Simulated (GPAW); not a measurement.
**Cobalt: which magnetic order is lowest**

Aim: find out whether Cobalt carries moments, and which collinear order costs least.

Main program and level: GPAW 26.7.0; LDA; plane waves with GPAW's PAW setups, scalar-relativistic.

**1. Set-up**

Symmetry: P6_3/mmc, No. 194, hexagonal system. Conventional cell: a = 2.507 Å, b = 2.507 Å, c = 4.070 Å, α = 90.00°, β = 90.00°, γ = 120.00°. Co has 12 Co at 2.50 to 2.51 Å nearest.

**2. Run 1 (ferro ++)**

The parallel start comes first: it fits the smallest cell, keeps the most symmetry and shows whether parallel moments form.

Contents of order1.py:

```python
import json
import numpy as np
from ase import Atoms
from ase.parallel import paropen, parprint
from gpaw import GPAW

atoms = Atoms(['Co', 'Co'],
    cell=[[2.5074, 0.0, 0.0],
         [-1.2537, 2.1714721, 0.0],
         [0.0, 0.0, 4.0699]],
    scaled_positions=[[0.33333333, 0.66666667, 0.25],
         [0.66666667, 0.33333333, 0.75]],
    pbc=True,
    magmoms=[2.0, 2.0])
atoms.calc = GPAW(mode={'name': 'pw', 'ecut': 550},
    xc='LDA',
    kpts={'size': (12, 12, 12), 'gamma': True},
    occupations={'name': 'fermi-dirac', 'width': 0.1},
    convergence={'density': 1e-05, 'energy': 1e-05},
    maxiter=200,
    symmetry={'tolerance': 1e-4},
    txt='order1.txt')
e = atoms.get_potential_energy(force_consistent=True)
res = {'free_energy': e, 'energy_sigma0': atoms.get_potential_energy(), 'fermi_energy': atoms.calc.get_fermi_level()}
res['moments'] = atoms.get_magnetic_moments().tolist()
res['total'] = atoms.get_magnetic_moment()
parprint('site moments (muB):', np.round(res['moments'], 3))
parprint(f"total moment: {res['total']:.3f} muB")
parprint(f'free energy: {e:.6f} eV')
atoms.calc.write('order1.gpw')
with paropen('results.json', 'w') as f:
    json.dump(res, f)
```

Started as:

```bash
> OMP_NUM_THREADS=1 mpirun -n 4 gpaw python order1.py > order1.log
```

Numbers of over 12 decimals in the logs are rounded to 6 here.

The log of the run:

```text
site moments (muB): [1.637 1.637]
total moment: 3.187 muB
free energy: -18.691993 eV

--- order1.txt ---
Input parameters:
  mode=PW(ecut=550),
  convergence={'density': 1e-05, 'energy': 1e-05},
  kpts=MonkhorstPack(size=(12, 12, 12), gamma=True),
  maxiter=200,
  occupations=Occupations(name='fermi-dirac', width=0.1),
  symmetry=Symmetry(tolerance=0.0001),
  xc=XC(name='LDA')

Diagonalizing LCAO Hamiltonian
Converting LCAO to pw mode

          Co

        Co

Atoms  # Å, Bohr magnetons
|   | symbol |         x |        y |        z |    initial magnetic moments |
|---|--------|-----------|----------|----------|-----------------------------|
| 0 |     Co | -0.000000 | 1.447648 | 1.017475 | ( 0.0000,  0.0000,  2.0000) |
| 1 |     Co |  1.253700 | 0.723824 | 3.052425 | ( 0.0000,  0.0000,  2.0000) |

Unit cell  # Å
| periodic |         x |        y |        z |  lengths |     angles |
|----------|-----------|----------|----------|----------|------------|
|      yes |  2.507400 | 0.000000 | 0.000000 | 2.507400 |  90.000000 |
|      yes | -1.253700 | 2.171472 | 0.000000 | 2.507400 |  90.000000 |
|      yes |  0.000000 | 0.000000 | 4.069900 | 4.069900 | 120.000000 |

Number of symmetries: 12

BZ-sampling:
  Number of BZ points: 1728
  Number of IBZ points: 193

  Monkhorst-Pack size: [12, 12, 12]
  Monkhorst-Pack shift: [0.041667, 0.041667, 0.041667]

K-points  # in reciprocal-cell coordinates
|     |                                coordinates |     weight |
|-----|--------------------------------------------|------------|
|   0 | ( -0.00000000,  -0.00000000,  -0.00000000) | 0.00057870 |
|   1 | ( -0.00000000,  -0.00000000,   0.08333333) | 0.00115741 |
|   2 | ( -0.00000000,  -0.00000000,   0.16666667) | 0.00115741 |
|   3 | ( -0.00000000,  -0.00000000,   0.25000000) | 0.00115741 |
|   4 | ( -0.00000000,  -0.00000000,   0.33333333) | 0.00115741 |
|   5 | ( -0.00000000,  -0.00000000,   0.41666667) | 0.00115741 |
|   6 | ( -0.00000000,  -0.00000000,   0.50000000) | 0.00057870 |
|   7 | (  0.08333333,  -0.00000000,  -0.41666667) | 0.00347222 |
|   8 | (  0.08333333,  -0.00000000,  -0.33333333) | 0.00347222 |
|   9 | (  0.08333333,  -0.00000000,  -0.25000000) | 0.00347222 |
| ... |                                            |            |
| 192 | (  0.50000000,   0.50000000,   0.50000000) | 0.00173611 |

Plane wave coefficients: 668
Cutoff: 550.0 eV

Spin-components: 2 (collinear spins)
Bands:           18
Projectors:      12
Spin-degeneracy: 1
Datatype:        complex128

Parallelization:
  kpt:    4
  domain: 1
  band:   1

Density:
  Valence electrons: 18.0
  Components: 2
  Grid points: [14 14 24]
  Charge: 0.0  # |e|

Potential:
  Grid points: [14 14 24]

species:
  Co:
    name:    Cobalt
    Z:       27.0
    valence: 9
    core:    18
    charge:  0.0  # [|e|]
    compensation charges:
      type: gauss
      rc: 0.32  # [Å]
      lmax: 2
    cutoffs:
      filter: 1.87  # [Å]
      core: 2.55  # [Å]
    projectors
    | kind |    occ | energy [eV] | rcut [Å] |
    |------|--------|-------------|----------|
    |   4s |  2.000 |      -5.672 |    1.005 |
    |   4p |  0.000 |      -1.387 |    1.058 |
    |   3d |  7.000 |      -8.461 |    1.005 |
    |    s |        |      21.539 |    1.005 |
    |    p |        |      25.825 |    1.058 |
    |    d |        |      18.750 |    1.005 |

    Using partial waves for Co as LCAO basis

Reference energy: -75676.533408  # eV

eigensolver:
  PPCG
  Converge bands: occupied
  niter=2

density mixing:
  MSR1-Mixer
  Pratt-step length: 0.05
  Maximum mixing coefficient: 0.75
  Old densities: 10
  SVD Regularization: 0.005
  Good broyden scale: 1.0
  Trust region scale: 1.0
  Backstep threshold: 4.0
  History deletion threshold: 6.0
  Fourier metric: weight=20.0, sigma=0.015

occupation numbers:
  Fermi-Dirac:
    width: 0.1000  # eV

poisson solver:
  ecut: 4400.0  # eV

xc functional:
  name: None

convergence criteria:
- Maximum integral of absolute [dens]ity change: 1e-05 electrons / valence electron
- Maximum [total energy] change in last 3 cyles: 1e-05 eV / valence electron
- Maximum integral of absolute [eigenst]ate change: 4e-08 eV^2 / valence electron
maximum number of iterations: 200

SCF iterations
|iter     |      energy | eigst |  dens |  magmom |
|---------|-------------|-------|-------|---------|
|iter:   1|       0s |  -18.598642 | +0.51 |       |  +4.0056|
|iter:   2|       2s |  -18.596428 | -1.82 | -1.21 |  +3.9721|
|iter:   3|       3s |  -18.620842 | -2.24 | -1.26 |  +3.6909|
|iter:   4|       5s |  -18.640314 | -3.58 | -1.50 |  +3.5351|
|iter:   5|       6s |  -18.656644 | -3.31 | -1.68 |  +3.2648|
|iter:   6|       8s |  -18.657155 | -4.74 | -2.41 |  +3.2086|
|iter:   7|       9s |  -18.657157 | -5.83 | -2.94 |  +3.1884|
|iter:   8|      11s |  -18.657150c| -6.84 | -3.76 |  +3.1870|
|iter:   9|      12s |  -18.657147c| -7.80c| -4.22 |  +3.1869|
|iter:  10|      13s |  -18.657146c| -8.01c| -4.62 |  +3.1869|
|iter:  11|      14s |  -18.657146c| -8.17c| -4.98 |  +3.1870|
|iter:  12|      14s |  -18.657146c| -8.97c| -5.82c|  +3.1870|

Converged in 12 steps
Energy contributions relative to reference atoms: (reference = -75676.533408)

Energy contributions:
  Kinetic:          13.128939
  Coulomb:         -10.667492
  Zero:             -0.020200
  External:          0.000000
  Xc:              -21.063546
  Entropy:          -0.069694
  Spinorbit:         0.000000
  ----------------------------
  Free energy:     -18.691993
  Extrapolated:    -18.657146

dipole moment: (-0.000001, -0.000002, -0.000004)  # |e|*Ang

Total magnetic moment: (0.000000, 0.000000, 3.186997)

Local magnetic moments
|        x |        y |        z |
|----------|----------|----------|
| 0.000000 | 0.000000 | 1.636638 |  # Co   0
| 0.000000 | 0.000000 | 1.636638 |  # Co   1

Fermi level: 9.889
Eigenvalues  # (at kpt = [-0.000, -0.000, -0.000])
| band index |      eig [eV] | occ [0-1] |      eig [eV] | occ [0-1] |
|------------|---------------|-----------|---------------|-----------|
|          0 |         0.950 |     1.000 |         1.121 |     1.000 |
|        ... |               |           |               |           |
|          3 |         7.427 |     1.000 |         8.941 |     1.000 |
|          4 |         7.427 |     1.000 |         8.941 |     1.000 |
|          5 |         7.731 |     1.000 |         9.291 |     0.997 |
|          6 |         7.731 |     1.000 |         9.291 |     0.997 |
|          7 |         8.095 |     1.000 |         9.721 |     0.843 |
|          8 |         8.095 |     1.000 |         9.721 |     0.843 |
|          9 |         9.182 |     0.999 |         9.795 |     0.720 |
|         10 |         9.182 |     0.999 |        10.912 |     0.000 |
|         11 |         9.655 |     0.912 |        10.912 |     0.000 |
|         12 |        15.997 |     0.000 |        17.024 |     0.000 |
|         13 |        33.955 |     0.000 |        34.411 |     0.000 |
|         14 |        33.955 |     0.000 |        34.411 |     0.000 |
|         15 |        35.247 |     0.000 |        35.356 |     0.000 |
|         16 |        35.247 |     0.000 |        35.717 |     0.000 |
|         17 |        35.339 |     0.000 |        35.717 |     0.000 |

No gap
No difference between direct/indirect transitions
```

Wall time 19 s (4 MPI ranks of Arm Neoverse V2, shared host); peak memory 0.69 GiB; 75 s of CPU time.

Read from the output:

```
magnetization  : 3.187 μB
final state    : ferromagnetic
largest moment : 1.637 μB
```

After 12 cycles the largest moment stands at 1.64 μB.

**3. Run 2 (antiferro +-)**

Another pattern of signs weighs the neighbour shells otherwise.

order2.py is the script of step 2 with these lines changed:

```diff
@@ -13,3 +13,3 @@
     pbc=True,
-    magmoms=[2.0, 2.0])
+    magmoms=[2.0, -2.0])
 atoms.calc = GPAW(mode={'name': 'pw', 'ecut': 550},
@@ -21,3 +21,3 @@
     symmetry={'tolerance': 1e-4},
-    txt='order1.txt')
+    txt='order2.txt')
 e = atoms.get_potential_energy(force_consistent=True)
@@ -29,3 +29,3 @@
 parprint(f'free energy: {e:.6f} eV')
-atoms.calc.write('order1.gpw')
+atoms.calc.write('order2.gpw')
 with paropen('results.json', 'w') as f:
```

Started as:

```bash
> OMP_NUM_THREADS=1 mpirun -n 4 gpaw python order2.py > order2.log
```

The log of the run:

```text
site moments (muB): [0.    0.001]
total moment: 0.001 muB
free energy: -18.372364 eV

--- order2.txt ---
Input parameters:
  mode=PW(ecut=550),
  convergence={'density': 1e-05, 'energy': 1e-05},
  kpts=MonkhorstPack(size=(12, 12, 12), gamma=True),
  maxiter=200,
  occupations=Occupations(name='fermi-dirac', width=0.1),
  symmetry=Symmetry(tolerance=0.0001),
  xc=XC(name='LDA')

Diagonalizing LCAO Hamiltonian
Converting LCAO to pw mode

          Co

        Co

Atoms  # Å, Bohr magnetons
|   | symbol |         x |        y |        z |    initial magnetic moments |
|---|--------|-----------|----------|----------|-----------------------------|
| 0 |     Co | -0.000000 | 1.447648 | 1.017475 | ( 0.0000,  0.0000,  2.0000) |
| 1 |     Co |  1.253700 | 0.723824 | 3.052425 | ( 0.0000,  0.0000, -2.0000) |

Unit cell  # Å
| periodic |         x |        y |        z |  lengths |     angles |
|----------|-----------|----------|----------|----------|------------|
|      yes |  2.507400 | 0.000000 | 0.000000 | 2.507400 |  90.000000 |
|      yes | -1.253700 | 2.171472 | 0.000000 | 2.507400 |  90.000000 |
|      yes |  0.000000 | 0.000000 | 4.069900 | 4.069900 | 120.000000 |

Number of symmetries: 6

BZ-sampling:
  Number of BZ points: 1728
  Number of IBZ points: 193

  Monkhorst-Pack size: [12, 12, 12]
  Monkhorst-Pack shift: [0.041667, 0.041667, 0.041667]

Plane wave coefficients: 668
Cutoff: 550.0 eV

Spin-components: 2 (collinear spins)
Bands:           15
Projectors:      12
Spin-degeneracy: 1
Datatype:        complex128

Parallelization:
  kpt:    4
  domain: 1
  band:   1

Density:
  Valence electrons: 18.0
  Components: 2
  Grid points: [14 14 24]
  Charge: 0.0  # |e|

Potential:
  Grid points: [14 14 24]

[... setups left out ...]
Reference energy: -75676.533408  # eV

eigensolver:
  PPCG
  Converge bands: occupied
  niter=2

density mixing:
  MSR1-Mixer
  Pratt-step length: 0.05
  Maximum mixing coefficient: 0.75
  Old densities: 10
  SVD Regularization: 0.005
  Good broyden scale: 1.0
  Trust region scale: 1.0
  Backstep threshold: 4.0
  History deletion threshold: 6.0
  Fourier metric: weight=20.0, sigma=0.015

occupation numbers:
  Fermi-Dirac:
    width: 0.1000  # eV

poisson solver:
  ecut: 4400.0  # eV

xc functional:
  name: None

convergence criteria:
- Maximum integral of absolute [dens]ity change: 1e-05 electrons / valence electron
- Maximum [total energy] change in last 3 cyles: 1e-05 eV / valence electron
- Maximum integral of absolute [eigenst]ate change: 4e-08 eV^2 / valence electron
maximum number of iterations: 200

SCF iterations
|iter     |      energy | eigst |  dens |  magmom |
|---------|-------------|-------|-------|---------|
|iter:   1|       0s |  -18.119523 | +0.54 |       |  +0.0000|
|iter:   2|       2s |  -18.125029 | -1.53 | -1.08 |  -0.0000|
|iter:   3|       3s |  -18.184718 | -1.85 | -1.12 |  -0.0000|
|iter:   4|       4s |  -18.257114 | -2.30 | -1.42 |  +0.0000|
|iter:   5|       6s |  -18.261410 | -2.56 | -1.54 |  -0.0000|
|iter:   6|       7s |  -18.270704 | -2.75 | -1.76 |  +0.0000|
|iter:   7|       8s |  -18.273003 | -2.72 | -1.92 |  -0.0000|
|iter:   8|      10s |  -18.273167 | -3.72 | -2.41 |  +0.0000|
|iter:   9|      11s |  -18.274085 | -3.39 | -2.65 |  -0.0000|
|iter:  10|      12s |  -18.275597 | -3.90 | -2.71 |  +0.0002|
|iter:  11|      14s |  -18.274146 | -3.97 | -2.23 |  +0.0000|
|iter:  12|      15s |  -18.275882 | -3.28 | -2.77 |  +0.0001|
|iter:  13|      16s |  -18.277103 | -3.26 | -2.73 |  +0.0004|
|iter:  14|      17s |  -18.277162 | -4.44 | -2.96 |  +0.0004|
|iter:  15|      19s |  -18.277139c| -5.01 | -3.35 |  +0.0006|
|iter:  16|      20s |  -18.277142c| -5.63 | -3.81 |  +0.0009|
|iter:  17|      21s |  -18.277142c| -6.79 | -4.04 |  +0.0011|
|iter:  18|      23s |  -18.277142c| -6.70 | -4.34 |  +0.0021|
|iter:  19|      24s |  -18.277143c| -7.13 | -4.12 |  +0.0034|
|iter:  20|      25s |  -18.277142c| -7.89c| -3.95 |  +0.0024|
|iter:  21|      27s |  -18.277142c| -7.39 | -4.13 |  +0.0001|
|iter:  22|      28s |  -18.277142c| -7.98c| -5.04c|  +0.0010|

Converged in 22 steps
Energy contributions relative to reference atoms: (reference = -75676.533408)

Energy contributions:
  Kinetic:           5.000723
  Coulomb:          -4.064487
  Zero:             -0.013474
  External:          0.000000
  Xc:              -19.104682
  Entropy:          -0.190444
  Spinorbit:         0.000000
  ----------------------------
  Free energy:     -18.372364
  Extrapolated:    -18.277142

dipole moment: (-0.000001, -0.000002, -0.000003)  # |e|*Ang

Total magnetic moment: (0.000000, 0.000000, 0.001032)

Local magnetic moments
|        x |        y |        z |
|----------|----------|----------|
| 0.000000 | 0.000000 | 0.000460 |  # Co   0
| 0.000000 | 0.000000 | 0.000578 |  # Co   1

Fermi level: 9.823
Eigenvalues  # (at kpt = [-0.000, -0.000, -0.000])
| band index |      eig [eV] | occ [0-1] |      eig [eV] | occ [0-1] |
|------------|---------------|-----------|---------------|-----------|
|          0 |         1.030 |     1.000 |         1.030 |     1.000 |
|        ... |               |           |               |           |
|          2 |         8.041 |     1.000 |         8.041 |     1.000 |
|          3 |         8.104 |     1.000 |         8.104 |     1.000 |
|          4 |         8.104 |     1.000 |         8.104 |     1.000 |
|          5 |         8.427 |     1.000 |         8.427 |     1.000 |
|          6 |         8.427 |     1.000 |         8.427 |     1.000 |
|          7 |         8.814 |     1.000 |         8.814 |     1.000 |
|          8 |         8.814 |     1.000 |         8.814 |     1.000 |
|          9 |         9.715 |     0.746 |         9.715 |     0.746 |
|         10 |         9.943 |     0.232 |         9.944 |     0.231 |
|         11 |         9.943 |     0.232 |         9.944 |     0.231 |
|         12 |        16.432 |     0.000 |        16.432 |     0.000 |
|         13 |        32.007 |     0.000 |        32.008 |     0.000 |
|         14 |        34.157 |     0.000 |        34.157 |     0.000 |

No gap
No difference between direct/indirect transitions
```

Elapsed: 33 s, on 4 MPI ranks; peak memory 0.68 GiB; 2.2 min of CPU time.

Read from the output:

```yaml
final_state: non-magnetic
```

It lies 160 meV a seeded atom over the first start.

[end of part 1 of 2]

[Logs and program files are shortened in this print: banners, set-up blocks, solver, clock and traceback lines can be left out without a mark of their own.]

[Logs are printed without paths, hosts, clocks, repeated set-up lines and the standing remarks that a program may print on its own settings, such as how far it seeks lower states.]

[Hosts, paths, dates, database ids (printed as entryN), source tags and the programs' standing remarks are cut or masked in the printed files.]

[Where a cell is said to come from a database of computed structures, the database is the Materials Project.]
